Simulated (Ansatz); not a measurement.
# CoSi2 (Fm-3m): zone-centre modes under pressure

Aim: how do the optical modes of CoSi2 (Fm-3m) move with volume?

Method: DFT LDA, scalar-relativistic, plane waves, PAW; PAW set soft_1, in Ansatz 0.2.0.

The database entry behind the starting cell differs from later determinations by our own check (0.1 to 0.3 % short, probably kX units), so it need not match the best structure at ambient conditions.

## Step 1: The structure

Symmetry: Fm-3m, No. 225, cubic system. The conventional cell has a = 5.356 Å, b = 5.356 Å, c = 5.356 Å, α = 90.00°, β = 90.00°, γ = 90.00°. Nearest to Si lie 4 Co at 2.32 Å. Nearest to Co lie 8 Si at 2.32 Å. Farther neighbours are not listed.

Structure file:

```cif
data_structure
_symmetry_space_group_name_H-M 'Fm-3m'
_symmetry_Int_Tables_number 225
_cell_length_a 5.3560
_cell_length_b 5.3560
_cell_length_c 5.3560
_cell_angle_alpha 90.000
_cell_angle_beta 90.000
_cell_angle_gamma 90.000
_cell_volume 153.65
loop_
_atom_site_label
_atom_site_type_symbol
_atom_site_symmetry_multiplicity
_atom_site_Wyckoff_symbol
_atom_site_fract_x
_atom_site_fract_y
_atom_site_fract_z
_atom_site_occupancy
Si1 Si 8 c 0.25000 0.75000 0.75000 1
Co1 Co 4 a 0.00000 0.00000 0.00000 1
```

## Step 2: A rough relaxation first

A rough relaxation comes first, because large forces or stress need no tight tolerances yet.

input.yaml

```yaml
crystal:
  lattice:
    - [0.0, 2.678, 2.678]
    - [2.678, 0.0, 2.678]
    - [2.678, 2.678, 0.0]
  atoms:
    - { symbol: Si, position: [0.25, 0.25, 0.25] }
    - { symbol: Si, position: [0.75, 0.75, 0.75] }
    - { symbol: Co, position: [0.0, 0.0, 0.0] }
kpoints:
  mp_grid: { grid: [6, 6, 6] }
hamiltonian:
  xc: lda
  pseudopotentials: { kind: paw, azcp: { folder: soft_1 }, xc_functional: pbe }
scf:
  occupations: { method: gaussian, width: 0.1 }
output:
  forces: true
  stress: true
  eigenvalues: true
relax:
  adjacent_minimum: "off"
  f_tol: 0.05
  max_steps: 80
  cell: { stress_tol: 0.5 }
```

The run is started by

```
ansatz run input.yaml --threads 4 --pin off --max-ram 10240MiB --backend cpu --events-out ev --progress --plain --runs-dir out
```

Numbers of over 12 decimals in the logs are rounded to 6 here.

Log:

```text
The last accepted step is kept in <dir> (removed where the run ends without a failure and the disk answers)
Engine: ansatz 0.2.0, x86_64-unknown-linux-gnu
Pseudopotentials: kind: paw
Pseudopotential: Si, paw, valence charge 4, recommended cutoff 420 eV (normal), soft_1/Si.paw.azcp
Pseudopotential: Co, paw, valence charge 17, recommended cutoff 420 eV (normal), soft_1/Co.paw.azcp
Functional definition: SPW92
[...]
F+E_penalty+E_count = -6281.92110925 eV   max|allowed force component| = 1.388e-16 eV/Å   (the final SCF, on the basis selected at the relaxed cell)
  cell:  # Å, volume = 36.6240 Å³
    - [0, 2.635797, 2.635797]
    - [2.635797, 0, 2.635797]
    - [2.635797, 2.635797, 0]
  atoms:
    - { symbol: Si, position: [0.25, 0.25, 0.25] }
    - { symbol: Si, position: [0.750000, 0.750000, 0.750000] }
    - { symbol: Co, position: [0, 0, 0] }
[key lines of the parts left out:]
SCF converged after 6 iterations
Free energy (F): -6281.921109 eV
Fermi energy:    13.541714 eV
P = ⅓ Tr σ = 0.3438 GPa (3.438 kbar)
```

It took 1.3 s on 4 threads of AMD EPYC 7B13 (Zen 3), shared host; peak memory 0.37 GiB.

This run has no spin polarisation, although Co can carry a moment.

The steps of the relaxation:

```tsv
step	energy less that of the first step (eV)	largest force component (eV/Å)	pressure (GPa)	volume (Å³)
1	0.0000	0.0000	-8.39	38.41
2	-0.0393	0.0000	-3.68	37.39
3	-0.0476	0.0000	0.34	36.62
4*	-0.0471	0.0000	0.34	36.62
```

Relaxation steps marked * repeat the geometry before them on a plane-wave basis chosen anew for their cell, so energy and pressure can jump there.

The run keeps the 48 symmetry operations that it works with, so distortions that break them were not tested.

```tsv
conventional cell, symmetrised	before	after	change
a (Å)	5.356	5.272	-1.6 %
b (Å)	5.356	5.272	-1.6 %
c (Å)	5.356	5.272	-1.6 %
volume (Å³/atom)	12.80	12.21	-4.7 %
```

The relaxed structure:

```xyz
3
Lattice="0.0000 2.6358 2.6358 2.6358 0.0000 2.6358 2.6358 2.6358 0.0000" Properties=species:S:1:pos:R:3 pbc="T T T"
Si    1.3179    1.3179    1.3179
Si    3.9537    3.9537    3.9537
Co    0.0000    0.0000    0.0000
```

This step gave:

```
pressure          : 0.3438 GPa
volume per atom   : 12.21 Å³
gap on the k-mesh : 0 eV
```

In this step the volume went from 12.80 to 12.21 Å³/atom.

## Step 3: Relaxation

The cell and atoms are relaxed, since residual forces and stress would shift the frequencies.

input.yaml, the sections that differ from step 2:

```yaml
crystal:
  lattice:
    - [0.0, 2.6357970644, 2.6357970644]
    - [2.6357970644, 0.0, 2.6357970644]
    - [2.6357970644, 2.6357970644, 0.0]
  atoms:
    - { symbol: Si, position: [0.25, 0.25, 0.25] }
    - { symbol: Si, position: [0.75, 0.75, 0.75] }
    - { symbol: Co, position: [0.0, 0.0, 0.0] }
kpoints:
  mp_grid: { grid: [14, 14, 14] }
output:
  forces: true
  stress: true
  eigenvalues: true
  write_density: true
  write_potential: true
  elf: true
  volumetric_format: npy
relax:
  adjacent_minimum: "off"
  f_tol: 0.005
  max_steps: 80
  cell: { stress_tol: 0.05 }
# hamiltonian, scf: as in step 2
```

Log:

```text
[...]
Crystal: 3 atoms, lattice volume = 36.624 Å³
Basis set: ecut = 420 eV, 725 PW (Γ)
Bands: 17, of which v1, the nominal top of the filled ones, is band 13 counted from 1 (12 counted from 0)
Symmetry: 48 space group operations
[...]
k-points: 104 of 2744
[...]
SCF iter   1: F=—  HF=-6283.239880 eV  |F-HF|=—  |Δ(HF+E_count)|=         —  Δρ=1.40e-1  dr2=8.18e0  ethr=3.10e-3  ⟨swp⟩=5.5  Hψ=9198  notcnv=0
[...]
SCF iter   9: F=-6281.928703 eV  HF=-6281.928703 eV  |F-HF|=9.15e-10  |Δ(HF+E_count)|=   1.82e-8  Δρ=1.59e-6  dr2=1.21e-9  ethr=4.00e-10  ⟨swp⟩=7.7  Hψ=9507  notcnv=0
SCF 1 converged in 9 iterations: F = -6281.928703 eV  dr2 = 1.21e-9
[...]
relax step   1: F+E_penalty+E_count = -6281.92870323 eV  Δ(F+E_penalty+E_count) = +0.000e0 eV  max|allowed force component| = 2.159e-17 eV/Å  Δτ_max = 0.0000 Å  P = +0.320 GPa  Ω = 36.624 Å³  (9 SCF iters, dr2 threshold 1.00e-7 eV, accepted)
Crystal: 3 atoms, lattice volume = 36.656 Å³
[...]
SCF iter   6: F=-6281.928738 eV  HF=-6281.928738 eV  |F-HF|=3.82e-11  |Δ(HF+E_count)|=  7.09e-11  Δρ=4.49e-7  dr2=9.54e-11  ethr=7.30e-12  ⟨swp⟩=4.8  Hψ=8445  notcnv=0
SCF 2 converged in 6 iterations: F = -6281.928738 eV  dr2 = 9.54e-11
relax step   2: F+E_penalty+E_count = -6281.92873821 eV  Δ(F+E_penalty+E_count) = -3.498e-5 eV  max|allowed force component| = 1.172e-16 eV/Å  Δτ_max = 0.0000 Å  P = +0.139 GPa  Ω = 36.656 Å³  energy of the carried Pulay correction = -1.146e-5 eV  (6 SCF iters, dr2 threshold 2.56e-7 eV, accepted)
Crystal: 3 atoms, lattice volume = 36.681 Å³
[...]
SCF iter   6: F=-6281.928740 eV  HF=-6281.928740 eV  |F-HF|=2.82e-11  |Δ(HF+E_count)|=  2.82e-11  Δρ=3.45e-7  dr2=5.49e-11  ethr=4.31e-12  ⟨swp⟩=4.5  Hψ=8322  notcnv=0
SCF 3 converged in 6 iterations: F = -6281.928740 eV  dr2 = 5.49e-11
relax step   3: F+E_penalty+E_count = -6281.92874023 eV  Δ(F+E_penalty+E_count) = -2.014e-6 eV  max|allowed force component| = 5.089e-17 eV/Å  Δτ_max = 0.0000 Å  P = +0.000 GPa  Ω = 36.681 Å³  energy of the carried Pulay correction = -2.024e-5 eV  (6 SCF iters, dr2 threshold 4.82e-8 eV, accepted)
[...]
SCF iter   8: F=-6281.928763 eV  HF=-6281.928763 eV  |F-HF|=0.00e0  |Δ(HF+E_count)|=  3.64e-12  Δρ=4.89e-9  dr2=4.04e-15  ethr=1.00e-12  ⟨swp⟩=2.2  Hψ=5095  notcnv=0
SCF 4 converged in 8 iterations: F = -6281.928763 eV  dr2 = 4.04e-15
relax step   4: F+E_penalty+E_count = -6281.92876342 eV  Δ(F+E_penalty+E_count) = -2.320e-5 eV  max|allowed force component| = 6.785e-17 eV/Å  Δτ_max = 0.0000 Å  P = +0.000 GPa  Ω = 36.681 Å³  stress off target by 1.76e-4 GPa  SCF on the basis re-selected at this cell (its energy is not comparable with the rows above)  (8 SCF iters)
basis re-selected at this cell: Δ(F+E_penalty+E_count) = -2.320e-5 eV, ΔP = -0.000 GPa vs the last step (what re-selecting the basis moved, of the pressure what is left beyond the Pulay correction that the steps carried, after the strain that the cell walked since its last selection, with what the two solves' SCF thresholds leave and, on support functions, any second-order correction that the steps lacked; it is no m [...]
SCF converged after 8 iterations
Free energy (F): -6281.928763 eV
[...]
Internal energy: -6281.923701 eV  (E = F + TS)
E sigma→0 (E₀):  -6281.926232 eV
Entropy (-TS):   -0.005062 eV (-1.687 meV/atom)
Fermi energy:    13.383348 eV
[...]
--- Stress (GPa, compression-positive) ---
        0.000176      -0.000000      -0.000000
       -0.000000       0.000176      -0.000000
       -0.000000      -0.000000       0.000176
  P = ⅓ Tr σ = 0.0002 GPa (0.002 kbar)
--- Band table (eV; the first three rows and the last of 104) ---
  k-point 0: bands = [... 9 lower, 11.2982, 14.4745, 16.8356, 16.8356, 16.8356, 16.9781, 16.9781, 16.9781]
  k-point 1: bands = [... 9 lower, 11.2731, 14.5100, 15.6268, 16.2398, 16.2398, 17.6104, 17.6104, 18.2719]
  k-point 2: bands = [... 9 lower, 11.2131, 13.8983, 15.3149, 15.5974, 15.5974, 17.9807, 17.9807, 18.6725]
  k-point 103: bands = [... 9 lower, 11.0204, 11.2344, 11.7893, 12.6088, 16.6209, 17.8497, 18.7245, 20.7198]
--- Relaxed structure (3 steps of the walk, 3 accepted, 1 SCFs on fresh bases) ---
[...]
cell:  # Å, volume = 36.6813 Å³
    - [0, 2.637171, 2.637171]
    - [2.637171, 0, 2.637171]
    - [2.637171, 2.637171, 0]
  atoms:
    - { symbol: Si, position: [0.25, 0.25, 0.25] }
    - { symbol: Si, position: [0.75, 0.75, 0.75] }
    - { symbol: Co, position: [0, 0, 0] }
```

Run time: 4.1 s. Hardware: 4 threads; peak memory 0.44 GiB.

Little changed from the start: no atom moved by 0.005 Å and no cell edge by 0.1 %.

This step gave:

```
pressure        : 1.76e-4 GPa
volume per atom : 12.23 Å³
```

Electrostatic potential energy in the ac plane of a cell with a along [110], b along [-110] and c along [001] of the cube at fractional y = 0.500, with atoms of Si and Co within 0.2 Å of it. With pseudopotentials it is smooth inside the atoms' cores, unlike the true potential.

Ten even steps from '_' (-32 eV) to '@' (16 eV), each cell a mean:
```
%%%%@@@@@@@@@@@@@@%%%%%%%%@@@@@@@@@@@@%%%%
--++%%@@@@@@@@@@%%++----**%%@@@@@@@@%%**--
==::++%%@@@@@@%%++::==::--##@@@@@@@@##--::
##::++%%@@@@@@%%==::##==::##@@@@@@@@##::==
::::**%%**++**%%**::::::==%%##****####==::
++##%%++..__..++%%##++**####--____--####**
%%%%%%--______--%%%%%%%%%%**________**%%%%
%%%%%%--______--%%%%%%%%%%**..____..**%%%%
--++##**--::--####++----**##++::::++##**--
==::++%%%%%%%%%%++::==----##%%%%%%%%##----
##::++%%@@@@@@%%==::##==::##@@@@@@@@##::==
::::**@@@@@@@@@@**::::::==%%@@@@@@@@%%==::
++##%%@@@@@@@@@@%%##++**%%@@@@@@@@@@@@%%**
%%@@@@@@@@@@@@@@@@@@%%%%@@@@@@@@@@@@@@@@%%
```
Columns run along a (7.5 Å; values clipped at the 3rd and 97th percentile), rows up along c (5.3 Å), edges of the conventional cell, whose origin can differ from the input's. Atoms in or near the plane, at fractional coordinates: Si at (0.00, 0.75), Si at (0.50, 0.75), Si at (0.00, 0.25), Si at (0.50, 0.25), Co at (0.25, 0.50), Co at (0.75, 0.50).

Valence density in the ac plane of a cell with a along [110], b along [-110] and c along [001] of the cube at fractional y = 0.500, with atoms of Si and Co within 0.2 Å of it. It is the smooth field of the valence electrons, not physical close to the nuclei.

Values in e/Å³, 8 rows by 16 columns, each cell a mean:
```
 0  0  0  0  0  0  0  0  0  0  0  0  0  0  0  0
 0  0  0  0  0  0  0  0  0  0  0  0  0  0  0  0
 0  0  0  1  1  1  0  0  0  0  0  1  1  1  0  0
 0  0  1 14 23  3  1  0  0  0  1 14 23  3  1  0
 0  0  1  9 14  2  1  0  0  0  1  9 14  2  1  0
 0  0  0  0  0  0  0  0  0  0  0  0  0  0  0  0
 0  0  0  0  0  0  0  0  0  0  0  0  0  0  0  0
 0  0  0  0  0  0  0  0  0  0  0  0  0  0  0  0
```
Columns run along a (7.5 Å), rows up along c (5.3 Å), edges of the conventional cell, whose origin can differ from the input's. Atoms in or near the plane, at fractional coordinates: Si at (0.00, 0.75), Si at (0.50, 0.75), Si at (0.00, 0.25), Si at (0.50, 0.25), Co at (0.25, 0.50), Co at (0.75, 0.50).

ELF in the ac plane of a cell with a along [110], b along [-110] and c along [001] of the cube at fractional y = 0.500, with atoms of Si and Co within 0.2 Å of it. It is the smooth field of the valence electrons, not physical close to the nuclei.

Ten even steps from '_' (0.02) to '@' (0.70), each cell a mean:
```
@@##==..______..==##@@%%**::________::**%%
##**++--......--++**##**++==::....::==****
====**++------++**======++**==----==**++==
++++%%##==--==##%%++++==##%%**----**%%##==
++%%@@++------++@@%%++**@@%%==----==%%@@**
@@@@##--==++==--##@@%%@@%%==--++++--++%%@@
@@%%==--##@@##--==%%@@@@**--++@@@@++--**@@
@@%%++--**%%++--++%%@@@@##====####==--##@@
##@@%%==--==--==%%@@##%%@@**--====--**@@%%
==##@@**------##@@**==++%%%%++----++@@%%++
++==####==--==####==++==**##++====**%%++==
====++==::::::==++======++++--::::--++++==
%%##==::______::==##%%%%**--..____..--**%%
@@##==..______..==##@@%%++::________::**%%
```
Columns run along a (7.5 Å), rows up along c (5.3 Å), edges of the conventional cell, whose origin can differ from the input's. Atoms in or near the plane, at fractional coordinates: Si at (0.00, 0.75), Si at (0.50, 0.75), Si at (0.00, 0.25), Si at (0.50, 0.25), Co at (0.25, 0.50), Co at (0.75, 0.50).

In this step the volume went from 12.21 to 12.23 Å³/atom.

## Step 4: Tight relaxation

Phonons need small forces and stress, so the relaxation is finished with tight tolerances on 16×16×16 k points.

input.yaml, the sections that differ from step 3:

```yaml
crystal:
  lattice:
    - [0.0, 2.637170851, 2.637170851]
    - [2.637170851, 0.0, 2.637170851]
    - [2.637170851, 2.637170851, 0.0]
  atoms:
    - { symbol: Si, position: [0.25, 0.25, 0.25] }
    - { symbol: Si, position: [0.75, 0.75, 0.75] }
    - { symbol: Co, position: [0.0, 0.0, 0.0] }
kpoints:
  mp_grid: { grid: [16, 16, 16] }
scf:
  occupations: { method: methfessel_paxton, width: 0.2 }
relax:
  adjacent_minimum: "off"
  f_tol: 0.001
  max_steps: 60
  cell: { stress_tol: 0.01 }
# hamiltonian, output: as in step 3
```

Log:

```text
[...]
Crystal: 3 atoms, lattice volume = 36.681 Å³
Basis set: ecut = 420 eV, 725 PW (Γ)
Bands: 17, of which v1, the nominal top of the filled ones, is band 13 counted from 1 (12 counted from 0)
Symmetry: 48 space group operations
[...]
k-points: 145 of 4096
[...]
k-point 144: bands = [... 9 lower, 10.9095, 11.2381, 11.7949, 12.6429, 17.1985, 17.1985, 19.2320, 20.1384]
--- Relaxed structure (3 steps of the walk, 3 accepted, 1 SCFs on fresh bases) ---
[...]
cell:  # Å, volume = 36.6754 Å³
    - [0, 2.637030, 2.637030]
    - [2.637030, 0, 2.637030]
    - [2.637030, 2.637030, 0]
  atoms:
    - { symbol: Si, position: [0.25, 0.25, 0.25] }
    - { symbol: Si, position: [0.750000, 0.750000, 0.750000] }
    - { symbol: Co, position: [0, 0, 0] }
[key lines of the parts left out:]
SCF converged after 6 iterations
Free energy (F): -6281.925962 eV
Fermi energy:    13.348451 eV
P = ⅓ Tr σ = -0.0000 GPa (-0.000 kbar)
```

Run time: 5 s. Hardware: 4 threads; peak memory 0.47 GiB.

Little changed from the start: no atom moved by 0.005 Å and no cell edge by 0.1 %.

Numbers from this step:

* pressure: -2.63e-5 GPa

Electrostatic potential energy in the ac plane of a cell with a along [110], b along [-110] and c along [001] of the cube at fractional y = 0.000, with atoms of Si and Co within 0.2 Å of it. With pseudopotentials it is smooth inside the atoms' cores, unlike the true potential.

Ten even steps from '0' (-32 eV) to '9' (16 eV), each cell a mean:
```
005887885000278888720
247743477422675335762
888424248888862332688
998337338999962662699
998522258999973223799
999865689999987557899
999988899999999889999
999988899999998888999
999743479999985335899
998424248999962332799
998337338999862662689
578522258756873223786
026865686200487557740
004888884000178888710
```
Columns run along a (7.5 Å; values clipped at the 3rd and 97th percentile), rows up along c (5.3 Å), edges of the conventional cell, whose origin can differ from the input's. Atoms in or near the plane, at fractional coordinates: Si at (0.25, 0.25), Si at (0.75, 0.25), Si at (0.25, 0.75), Si at (0.75, 0.75), Co at (0.00, 0.00), Co at (0.50, 0.00).

ELF in the ac plane of a cell with a along [110], b along [-110] and c along [001] of the cube at fractional y = 0.000, with atoms of Si and Co within 0.2 Å of it. It is the smooth field of the valence electrons, not physical close to the nuclei.

Values, 8 rows by 16 columns, each cell a mean:
```
0.45 0.28 0.47 0.65 0.63 0.57 0.32 0.39 0.45 0.28 0.47 0.65 0.63 0.57 0.32 0.39
0.26 0.44 0.63 0.41 0.38 0.57 0.54 0.29 0.26 0.44 0.63 0.41 0.38 0.57 0.54 0.29
0.19 0.32 0.40 0.35 0.36 0.39 0.38 0.22 0.19 0.32 0.40 0.35 0.36 0.39 0.38 0.22
0.03 0.11 0.33 0.58 0.63 0.44 0.17 0.05 0.03 0.11 0.33 0.58 0.63 0.44 0.17 0.05
0.05 0.14 0.35 0.56 0.59 0.44 0.20 0.07 0.05 0.14 0.35 0.56 0.59 0.44 0.20 0.07
0.24 0.39 0.46 0.32 0.34 0.39 0.46 0.28 0.24 0.39 0.46 0.32 0.34 0.39 0.46 0.28
0.26 0.39 0.63 0.49 0.42 0.63 0.50 0.27 0.26 0.39 0.63 0.49 0.42 0.63 0.50 0.27
0.56 0.31 0.41 0.64 0.66 0.52 0.27 0.46 0.56 0.31 0.41 0.64 0.66 0.52 0.27 0.46
```
Columns run along a (7.5 Å), rows up along c (5.3 Å), edges of the conventional cell, whose origin can differ from the input's. Atoms in or near the plane, at fractional coordinates: Si at (0.25, 0.25), Si at (0.75, 0.25), Si at (0.25, 0.75), Si at (0.75, 0.75), Co at (0.00, 0.00), Co at (0.50, 0.00).

Valence density in the ac plane of a cell with a along [110], b along [-110] and c along [001] of the cube at fractional y = 0.000, with atoms of Si and Co within 0.2 Å of it. It is the smooth field of the valence electrons, not physical close to the nuclei.

Ten steps, logarithmic in the rise over the least value, from '0' (0 e/Å³) to '9' (38 e/Å³), each cell a mean:
```
962111112698411111148
431111111344211111124
111110111111111001111
001100011000111001110
000111110000001111000
000011100000001111000
000011100000000110000
000011100000001111000
000111110000001111000
000100010000011001100
111100011111111001111
221111111222111111112
742111112476311111136
973111113799411111259
```
Columns run along a (7.5 Å), rows up along c (5.3 Å), edges of the conventional cell, whose origin can differ from the input's. Atoms in or near the plane, at fractional coordinates: Si at (0.25, 0.25), Si at (0.75, 0.25), Si at (0.25, 0.75), Si at (0.75, 0.75), Co at (0.00, 0.00), Co at (0.50, 0.00).

The forces vanish by symmetry and the pressure is 0.000 GPa, within the tolerances set. The cell now holds 12.23 Å³/atom.

(Part 1 of 2 ends here.)

[Logs are printed without paths, hosts, clocks, repeated set-up lines and the standing remarks that a program may print on its own settings, such as how far it seeks lower states.]

[Hosts, paths, dates, database ids (printed as entryN), source tags and the programs' standing remarks are cut or masked in the printed files.]
